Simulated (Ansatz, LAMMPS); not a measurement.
# Convergence of a linear-scaling basis for ionic liquid EMIM+ methanesulfonate at 350 K (189 atoms), part 2 of 2

Aim: test how closely localised support functions follow the reference on ionic liquid EMIM+ methanesulfonate at 350 K (189 atoms), and at what cost. A setting counts as converged where the r.m.s. difference of forces stays under 1 % of the r.m.s. force.

Ansatz 0.2.0; Kohn-Sham DFT, PBE+D4, PAW (set soft_2), plane waves.

The cell: 49 C, 14 N, 98 H, 7 S and 21 O. The network of contacts between molecules at the start is that of the classical potential that made the cell. The density was typed from a rule of thumb and may lie off the real one at this temperature. The Brillouin zone is sampled at Γ only, in a cell whose shortest periodic width is 12 Å.

So far. Step 13 (Support functions medium, radius 5.11 Å): Forces differ from the reference by 0.45 meV/Å r.m.s., 0.04 % of their size, well within a tolerance of 1 %; the energy by -0.40 meV/atom. It took 11 times the reference's time (shared host, so rough).

## (16) The first run in detail

The first run, on the default basis, asked for the full analyses, so its electronic structure is set out here.

Neighbours are counted within 1.34 Å (H-C), 1.85 Å (C-C), 1.79 Å (C-N), 2.21 Å (C-S), 1.88 Å (O-S).

Length of the force by element and coordination:

```
element  coordination  atoms  mean length of the force (eV/Å)  spread  least  most
      C           all     49                             2.04    1.04  0.404  6.18
      C             3     21                             2.23    1.24  0.677  6.18
      C             4     28                             1.90   0.837  0.404  3.46
      H           all     98                             1.06   0.636  0.196  3.50
      N           all     14                             2.44   0.709   1.58  3.96
      O           all     21                             2.30    1.12  0.596  5.25
      S           all      7                             3.03    1.50   1.29  5.13
```

Intrinsic-atomic-orbital charges by element and coordination:

```csv
element,coordination,atoms,mean charge (e),spread,least,most
C,all,49,-0.310,0.264,-0.817,0.0519
C,3,21,-0.0718,0.0666,-0.155,0.0519
C,4,28,-0.488,0.209,-0.817,-0.203
H,all,98,0.201,0.0227,0.152,0.250
N,all,14,0.0068,0.0083,-0.0079,0.0232
O,all,21,-0.996,0.0141,-1.03,-0.968
S,all,7,2.33,0.0242,2.28,2.36
```

States in the cell by windows of 1 eV, zero at the Fermi level; the larger projections on atomic orbitals stand beside the total:

| from (eV) | to (eV) | total | C p | O p | H s | N p |
| --- | --- | --- | --- | --- | --- | --- |
| -10 | -9 | 27.6 | 8.5 | 3.4 | 3.0 | 5.5 |
| -9 | -8 | 47.6 | 23.2 | 1.4 | 10.0 | 9.0 |
| -8 | -7 | 62.6 | 24.2 | 12.7 | 9.9 | 4.5 |
| -7 | -6 | 54.4 | 27.4 | 7.4 | 12.6 | 2.9 |
| -6 | -5 | 37.0 | 18.9 | 4.3 | 10.8 | 1.3 |
| -5 | -4 | 32.9 | 7.3 | 15.2 | 4.7 | 4.5 |
| -4 | -3 | 42.4 | 13.5 | 21.7 | 1.9 | 3.8 |
| -3 | -2 | 33.5 | 6.2 | 24.5 | 0.8 | 0.2 |
| -2 | -1 | 11.9 | 0.1 | 11.7 | 0.0 | 0.0 |
| -1 | 1 | 0.0 | 0.0 | 0.0 | 0.0 | 0.0 |
| 1 | 2 | 11.7 | 6.3 | 0.0 | 0.8 | 3.9 |
| 2 | 3 | 18.1 | 11.5 | 0.1 | 1.7 | 2.3 |
| 3 | 4 | 19.3 | 3.1 | 0.2 | 6.3 | 0.4 |
| 4 | 5 | 41.2 | 7.6 | 0.6 | 11.8 | 0.9 |

The curve was stored every 0.10 eV, coarse against its broadening of 0.08 eV, so these counts are rough.

Between -25 and -10 eV lie 182 more states.

The levels nearest the highest filled one (over half full), pooled over k-points and spins:

| level less the highest filled one (eV) | occupation |
| --- | --- |
| -0.415 | 2 |
| -0.327 | 2 |
| -0.259 | 2 |
| -0.188 | 2 |
| -0.103 | 2 |
| 0 | 2 |
| 2.96 | 0 |
| 3.17 | 0 |
| 3.24 | 0 |
| 3.27 | 0 |
| 3.40 | 0 |
| 3.41 | 0 |

ELF in the bc plane at fractional x = 0.005, with atoms of H and C and N and O within 0.2 Å of it. It is the smooth field of the valence electrons, not physical close to the nuclei.

Ten even steps from '0' (0.01 × 1e-1) to '9' (9.94 × 1e-1), each cell a mean:
```
30006998779994047856850156400014676
10000245556762026888621466310002454
05873136762000002454102566642000010
59996576575234310000002358876300000
58982276686589971000011114676300000
01356741254489982000244444554200000
00156455478755420001467887765200000
44477368436520000000466678775200002
65257545578620023200144323321000003
54466203899930255420011000000000002
25899711698510133210000002455310000
01699710010000000012686116887642100
31012000001342002446999316865764444
85102441002553114644898304777645678
85139996100222014644664101233336767
73049997200000002579973000000014788
20036765423553000379972000011001455
00025764324787200023420000244100000
52137873001353000000000000121000025
96346763100000003431000000000000169
86445542100000002220000000000000047
23321000000000000000000000000000001
00001465213430002455420000000001210
20006999769993036877741012100014665
```
Columns run along b (12.5 Å), rows up along c (12.5 Å). Atoms in or near the plane, at fractional coordinates: H at (0.15, 0.36), C at (0.06, 0.62), N at (0.15, 0.70), C at (0.13, 0.80), H at (0.29, 0.59), H at (0.32, 0.98), H at (0.17, 0.00), H at (0.06, 0.84), O at (0.96, 0.39), C at (0.54, 0.41), H at (0.61, 0.46), O at (0.53, 0.98).

Valence density in the bc plane at fractional x = 0.005, with atoms of H and C and N and O within 0.2 Å of it. It is the smooth field of the valence electrons, not physical close to the nuclei.

Values in e/Å³, 13 rows by 16 columns, each cell a mean:
```
0.1 0.0 0.3 0.9 0.9 0.6 0.1 0.7 3.9 1.0 0.1 0.3 0.1 0.1 0.2 0.3
0.2 0.7 0.6 1.6 0.9 0.1 0.0 0.0 0.1 0.1 0.3 1.3 1.0 0.1 0.0 0.0
0.2 1.4 1.8 1.7 1.5 0.9 0.4 0.0 0.0 0.1 0.3 0.9 1.2 0.2 0.0 0.0
0.1 0.9 2.9 1.2 1.5 0.8 0.2 0.0 0.0 0.2 1.0 1.5 0.6 0.1 0.0 0.0
1.0 1.6 1.6 1.2 1.5 0.3 0.0 0.1 0.0 0.1 0.3 0.4 0.2 0.0 0.0 0.1
0.6 1.2 0.3 0.2 0.7 0.2 0.1 0.1 0.1 0.0 0.0 0.0 0.2 0.1 0.1 0.1
0.1 0.2 0.1 0.0 0.0 0.1 0.1 0.1 0.3 0.6 0.2 0.3 3.1 1.9 0.4 0.2
0.7 0.1 0.2 0.1 0.0 0.1 0.1 0.4 1.5 1.2 0.2 0.1 1.1 1.0 1.2 3.6
0.4 0.2 1.4 0.4 0.1 0.1 0.0 0.1 0.7 0.5 0.0 0.0 0.1 0.1 0.5 1.9
0.1 0.3 1.4 0.6 0.2 0.2 0.1 0.0 0.1 0.1 0.0 0.0 0.0 0.0 0.0 0.1
0.4 0.4 1.1 0.3 0.1 0.0 0.0 0.0 0.0 0.0 0.0 0.0 0.0 0.0 0.0 0.2
0.2 0.1 0.1 0.1 0.0 0.0 0.0 0.0 0.1 0.0 0.0 0.0 0.0 0.0 0.0 0.1
0.0 0.0 0.4 0.5 0.3 0.2 0.0 0.4 2.0 0.6 0.0 0.0 0.0 0.0 0.1 0.1
```
Columns run along b (12.5 Å), rows up along c (12.5 Å). Atoms in or near the plane, at fractional coordinates: H at (0.15, 0.36), C at (0.06, 0.62), N at (0.15, 0.70), C at (0.13, 0.80), H at (0.29, 0.59), H at (0.32, 0.98), H at (0.17, 0.00), H at (0.06, 0.84), O at (0.96, 0.39), C at (0.54, 0.41), H at (0.61, 0.46), O at (0.53, 0.98).

Mean intrinsic-atomic-orbital charges: C -0.31, H +0.20, N +0.01, O -1.00, S +2.33 e. The largest share in the top eV of filled states is O p (89 % of the projected weight), and in the lowest eV of empty states C p (66 % of the projected weight).

## (17) Distances and neighbours

Bonds and neighbours are counted at the geometry of the runs.

Density 1.23 g/cm³, 10.33 Å³ an atom.

g(r), total and by pair (bins of 0.2 Å):

| r (Å) | total | H-H | H-C | H-O | H-N | H-S | C-C |
| --- | --- | --- | --- | --- | --- | --- | --- |
| 1.00 | 2.26 | 0.00 | 8.40 | 0.00 | 0.00 | 0.00 | 0.00 |
| 1.20 | 1.36 | 0.00 | 4.96 | 0.00 | 0.00 | 0.00 | 0.00 |
| 1.40 | 1.55 | 0.00 | 0.00 | 0.00 | 0.00 | 0.00 | 2.72 |
| 1.60 | 0.30 | 0.69 | 0.00 | 0.00 | 0.00 | 0.00 | 1.67 |
| 1.80 | 0.86 | 2.84 | 0.00 | 0.00 | 0.00 | 0.00 | 0.00 |
| 2.00 | 0.34 | 0.20 | 0.11 | 0.00 | 3.00 | 0.00 | 0.00 |
| 2.20 | 1.25 | 0.49 | 1.52 | 0.23 | 5.01 | 0.67 | 1.70 |
| 2.40 | 0.99 | 1.08 | 0.19 | 1.36 | 0.10 | 3.62 | 1.75 |
| 2.60 | 0.98 | 1.19 | 0.53 | 2.18 | 0.67 | 0.00 | 1.31 |
| 2.80 | 0.90 | 0.95 | 1.11 | 2.28 | 0.58 | 0.29 | 0.08 |
| 3.00 | 0.82 | 0.93 | 0.86 | 1.64 | 0.32 | 1.48 | 0.21 |
| 3.20 | 1.01 | 0.90 | 1.54 | 0.73 | 1.14 | 0.89 | 0.37 |
| 3.40 | 0.99 | 0.93 | 1.20 | 1.09 | 0.95 | 0.79 | 0.56 |
| 3.60 | 0.89 | 0.78 | 0.80 | 0.91 | 0.78 | 1.30 | 1.34 |
| 3.80 | 0.99 | 1.23 | 0.82 | 0.91 | 1.10 | 2.12 | 0.80 |
| 4.00 | 0.97 | 0.95 | 1.15 | 0.71 | 1.20 | 1.20 | 0.97 |
| 4.20 | 1.04 | 0.97 | 1.07 | 1.02 | 1.19 | 1.11 | 1.20 |
| 4.40 | 1.04 | 0.96 | 0.88 | 1.12 | 0.88 | 1.29 | 0.94 |
| 4.60 | 1.00 | 0.81 | 1.08 | 1.21 | 0.99 | 1.33 | 0.86 |
| 4.80 | 1.02 | 0.98 | 1.00 | 1.19 | 0.83 | 0.78 | 1.06 |
| 5.00 | 1.09 | 1.21 | 1.00 | 1.06 | 0.95 | 0.95 | 1.29 |
| 5.20 | 1.03 | 1.05 | 0.91 | 0.92 | 1.26 | 0.79 | 1.06 |
| 5.40 | 1.05 | 0.94 | 1.03 | 1.08 | 0.87 | 1.17 | 0.80 |
| 5.60 | 1.07 | 1.03 | 1.08 | 0.98 | 0.94 | 0.83 | 0.98 |
| 5.80 | 0.95 | 0.98 | 0.95 | 0.88 | 0.99 | 0.88 | 0.83 |
| 6.00 | 1.00 | 0.96 | 1.04 | 1.01 | 0.91 | 1.10 | 1.01 |

Bonds by pair of elements; cutoffs follow the first minimum of g(r), held within bounds set by covalent radii, and pairs that aren't listed don't count as bonded:

```
pair A-B  cutoff (Å)  bonds  mean length (Å)  spread (Å)  shortest (Å)  B about A  A about B
     H-C        1.34     98             1.09       0.033          1.00          1          2
     C-C        1.85     14             1.44       0.074          1.34      0.571      0.571
     C-N        1.79     42             1.39       0.056          1.29      0.857          3
     C-S        2.21      7             1.78       0.032          1.73      0.143          1
     O-S        1.88     21             1.44       0.019          1.40          1          3
```

How many atoms have how many bonded neighbours:

```csv
element,mean,1,3,4
C,3.57,0,21,28
H,1,98,0,0
N,3,0,14,0
O,1,21,0,0
S,4,0,0,7
```

Rings of the network by King's shortest-path rule, up to 12 atoms, one path for each pair of neighbours; H, halogens, alkali and alkaline-earth atoms are left out, and the last column divides by all other atoms, bonded or not:

| ring size (atoms) | rings | per network atom |
| --- | --- | --- |
| 5 | 7 | 0.077 |

By these cutoffs 57 % of C atoms have 4, all H atoms have 1, all N atoms have 3 and all O atoms have 1 bonded neighbour. All rings counted have 5 atoms.

A closer look about C24, which bears the longest force: 13 atoms, nearest first, numbered in the order of the input, with positions taken from that point.

| atom | x | y | z | distance (Å) | bonds | intrinsic-atomic-orbital charge (e) | Fx | Fy | Fz (eV/Å) |
| --- | --- | --- | --- | --- | --- | --- | --- | --- | --- |
| C24 | 0.00 | 0.00 | 0.00 | 0.00 | 3 | -0.14 | -3.81 | -1.66 | 4.58 |
| H34 | 0.78 | 0.24 | -0.58 | 1.00 | 1 | 0.23 | 2.48 | 1.06 | -2.24 |
| C23 | -1.10 | -0.81 | -0.10 | 1.37 | 3 | -0.09 | -0.26 | -0.97 | -3.38 |
| N25 | -0.04 | 0.31 | 1.38 | 1.42 | 3 | 0.00 | 1.17 | 1.54 | 0.20 |
| N22 | -1.72 | -0.89 | 1.09 | 2.22 | 3 | 0.01 | -2.32 | -2.46 | 0.04 |
| H33 | -1.49 | -1.38 | -1.03 | 2.27 | 1 | 0.21 | 0.64 | 0.87 | 1.61 |
| C27 | -1.10 | -0.20 | 2.01 | 2.30 | 3 | 0.05 | 1.55 | 0.69 | -0.33 |
| C26 | 0.95 | 1.23 | 1.97 | 2.50 | 4 | -0.39 | 1.42 | -0.62 | -1.43 |
| H37 | 1.00 | 2.09 | 1.24 | 2.63 | 1 | 0.18 | 0.27 | -0.57 | 1.05 |
| H36 | 1.95 | 0.68 | 2.03 | 2.89 | 1 | 0.18 | -1.15 | 0.79 | -0.23 |
| H107 | 2.68 | 0.14 | -1.62 | 3.13 | 1 | 0.18 | 0.64 | -0.10 | -0.70 |
| H181 | 1.61 | -2.43 | 1.42 | 3.24 | 1 | 0.20 | 0.15 | 0.74 | -1.28 |
| O145 | -0.82 | 0.76 | -3.05 | 3.25 | 1 | -0.99 | -2.11 | -1.46 | 0.76 |

The column of bonds counts only the pairs H-C within 1.34 Å, C-C within 1.85 Å, C-N within 1.79 Å, C-S within 2.21 Å, O-S within 1.88 Å; other neighbours, such as metal atoms beside each other in a compound, aren't counted, and periodic images can show an atom twice.

## (18) Results

```json
{
  "free energy per atom": "-198.2293 eV/atom",
  "pressure": "3.19 GPa",
  "r.m.s. force component": "1.123 eV/Å",
  "gap (highest filled to lowest empty level)": "2.957 eV",
  "wall time of the 11 DFT runs": "16 min"
}
```

In words: Against plane waves at 750 eV, the forces differ by 0.55 meV/Å (0.049 %) with support functions medium, and by 0.43 meV/Å in the closest run (support functions high). At 189 atoms the fastest of the runs at a preset level, support functions low, takes 3.1 times the time of plane waves, in 12 SCF cycles against 10. Differences between support functions and plane waves include what basis error the plane-wave run still has. As the radius goes from 3.3 to 5.11 Å, the force difference goes from 0.58 to 0.45 meV/Å, and the time from 52 s to 2.9 min.

The highest filled and lowest empty levels differ by 2.96 eV (at Γ alone); a semilocal functional tends to put such gaps too low. In a disordered cell it changes from sample to sample and from frame to frame. By these cutoffs 57 % of C atoms have 4, all H atoms have 1, all N atoms have 3 and all O atoms have 1 bonded neighbour.

What to keep in mind: The force components of 1.1 eV/Å r.m.s. reflect the temperature of the frame as well as the gap between the generating potential and DFT, above all in bond lengths inside molecules. The pressure of 3.2 GPa is that of one thermal frame, in which the classical model's bond lengths enter as well as the volume, without the kinetic term and with the strain of bonds inside molecules.

[Logs are printed without paths, hosts, clocks, repeated set-up lines and the standing remarks that a program may print on its own settings, such as how far it seeks lower states.]

[Hosts, paths, dates, database ids (printed as entryN), source tags and the programs' standing remarks are cut or masked in the printed files.]
